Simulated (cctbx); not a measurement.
# Na2Tl2ZnTe4 across an absorption edge

Space group Fmm2 (no. 42), a = 12.3680 Å, b = 12.3940 Å, c = 7.7430 Å, α = 90.00°, β = 90.00°, γ = 90.00°.

```
atom  mult.       x       y       z  Ueq (Å²)
 Tl1      8     3/4     1/4  0.5043    0.0042
 Te1      8       0  0.1712  0.2596    0.0060
 Te2      8  0.8188       0  0.7408    0.0055
 Zn1      4       0       0  0.9967    0.0060
 Na1      8  0.8855       0  0.3947    0.0087
```

The model is made up (kin elements in a known structure type, no relaxation), so it says nothing on whether the phase exists.

Calculated with cctbx: free-atom f′ and f″ from the Sasaki tables, no fine structure; amplitudes in electrons.

How do |F(hkl)| and |F(−h−k−l)| change across the Zn K edge?

```text
E (eV)    f'(Zn)   f''           |F|1 3 1        |F|1 1 1        |F|2 0 2        |F|0 2 2
   9059   -2.48   0.55      485.8/ 476.6     64.9/  68.5    576.8/ 573.4    594.9/ 578.3
   9409   -3.31   0.51      484.6/ 476.7     63.5/  66.7    577.8/ 574.6    595.5/ 580.0
   9539   -4.03   0.50      483.7/ 476.6     62.3/  65.3    579.7/ 576.7    597.3/ 582.2
   9599   -4.73   0.49      483.0/ 476.5     61.2/  64.0    581.9/ 579.0    599.5/ 584.7
   9629   -5.46   0.49      482.3/ 476.4     60.3/  62.9    584.4/ 581.7    602.1/ 587.4
   9644   -6.19   0.49      481.6/ 476.4     59.4/  61.8    587.0/ 584.4    604.8/ 590.2
   9651   -6.85   0.49      481.0/ 476.4     58.7/  60.9    589.5/ 587.0    607.3/ 592.8
   9655   -7.57   0.49      480.3/ 476.3     58.1/  60.1    592.1/ 589.8    610.1/ 595.6
   9663   -7.68   3.89      467.0/ 489.8     71.4/  47.0    588.3/ 592.1    607.8/ 596.2
   9667   -6.90   3.89      467.8/ 489.8     71.9/  48.1    585.3/ 588.9    604.8/ 593.0
   9674   -6.19   3.88      468.4/ 489.8     72.5/  49.3    582.6/ 586.1    602.0/ 590.2
   9689   -5.42   3.87      469.2/ 489.9     73.2/  50.7    579.6/ 583.0    598.8/ 587.0
   9719   -4.64   3.85      470.0/ 489.8     74.0/  52.4    576.5/ 579.8    595.6/ 583.8
   9809   -3.63   3.78      471.1/ 489.7     75.2/  54.8    572.2/ 575.2    591.0/ 579.3
  10059   -2.45   3.59      472.6/ 489.3     76.4/  58.1    566.2/ 568.8    584.5/ 573.2
```

The edge is at 9659 eV. f′ of Zn falls from -4.0 e at 9539 eV to -7.6 e at 4 eV below it, and f″ steps from 0.49 to 3.89 e across it. Over that approach |F| changes by -1 % (1 3 1), -7 % (1 1 1), +2 % (2 0 2) and +2 % (0 2 2): a reflection falls where Zn scatters in phase with the total and rises where it scatters against it; it hardly moves where the Zn term is small or cancels by symmetry or lies in quadrature to the total. The f″ term interferes with the normal scattering with opposite sign for the two Friedel mates. The largest Friedel difference in the scan is 41.2 % of the mean (1 1 1, at 9663 eV).

[Logs are printed without paths, hosts, clocks, repeated set-up lines and the standing remarks that a program may print on its own settings, such as how far it seeks lower states.]
